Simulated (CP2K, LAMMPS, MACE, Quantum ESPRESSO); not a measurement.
# Pressure against volume in a static frame of amorphous poly(vinyl fluoride) (as short chains C16F7H27) from 300 K (100 atoms), MACE MPA-0 medium

Density of this cell: 1.30 g/cm³. The cell holds 100 atoms: 32 C, 14 F and 54 H. Its edges and angles: a = 9.656 Å, b = 9.656 Å, c = 9.656 Å, α = 90.0°, β = 90.0°, γ = 90.0°. 2 poly(vinyl fluoride) chains of 7 units with methyl end groups placed at random, at 1.3 g/cm³; overlaps pushed apart, then 20 ps at 800 K with MMFF94 bonds, angles, torsions, charges and radii (Halgren, J. Comput. Chem. 17, 490 (1996)) in harmonic and 12-6 forms. Snapshot after 30 ps at 300 K and fixed volume. Then the atoms were relaxed with MACE MPA-0 medium in the fixed cell. Then the atoms were relaxed with CP2K double zeta, PBE+D3(BJ).

Calculated with MACE MPA-0 medium: MACE MPA-0 medium, trained on PBE(+U) plane-wave data, no dispersion term. The unchanged cell has V0 = 9.0022 Å³ an atom and P0 = 2.235 GPa. It is scaled evenly, and CP2K double zeta, PBE+D3(BJ) relaxes the atoms at each volume before the single point.

| volume (Å³/atom) | pressure (GPa) |
| --- | --- |
| 8.4621 | 3.546 |
| 8.7321 | ? |
| 9.2723 | 1.916 |
| 9.5423 | 1.487 |

Task: Fit a second-order expansion in ln V to the rows given and interpolate to the withheld row.

Worked fit:

To second order in u = ln(V/V0), P = P0 − B u + ½ B B′ u², with B the bulk modulus at V0 and B′ its pressure derivative. So v = (P − P0)/u is a line in u, with intercept −B and slope ½ B B′.

```
         u   v (GPa)
-0.0618754  -21.1861
 0.0295588  -10.8056
 0.0582689  -12.8370
```

With n = 3: mean u = 0.00865077, mean v = -14.9429, Σ(u − ū)² = 0.0078730, Σ(u − ū)(v − v̄) = 0.63130. Slope b = 0.63130 / 0.0078730 = 80.185; intercept a = v̄ − b ū = -15.637.

So B = 15.6 GPa and B′ = 2b/B = 10. At the withheld volume u = -0.03046, v = a + b u = -18.08 GPa, and P = P0 + u v.

Prediction at 8.7321: 2.786 GPa. The run gave 3.051 GPa, so the fit is low by 0.27 GPa (8.7 % of the value).

B′ = 10 rests on three points, and the miss at the fourth puts it in doubt. Among the rows given, the largest miss of the fit is at 9.5423, by 0.11 GPa (5.3 % of the range of the table).

Limits: Static cells at zero temperature, with the cell shape held. The atoms follow CP2K double zeta, PBE+D3(BJ), not this level's own minimum.

[Logs are printed without paths, hosts, clocks, repeated set-up lines and the standing remarks that a program may print on its own settings, such as how far it seeks lower states.]

[Hosts, paths, dates, database ids (printed as entryN), source tags and the programs' standing remarks are cut or masked in the printed files.]

[The MMFF94 radii named for the starting cell were scaled by 0.96; in molecules described by MMFF94, hydrogen bound to N, O or S took a small fixed 12-6 site in their place.]
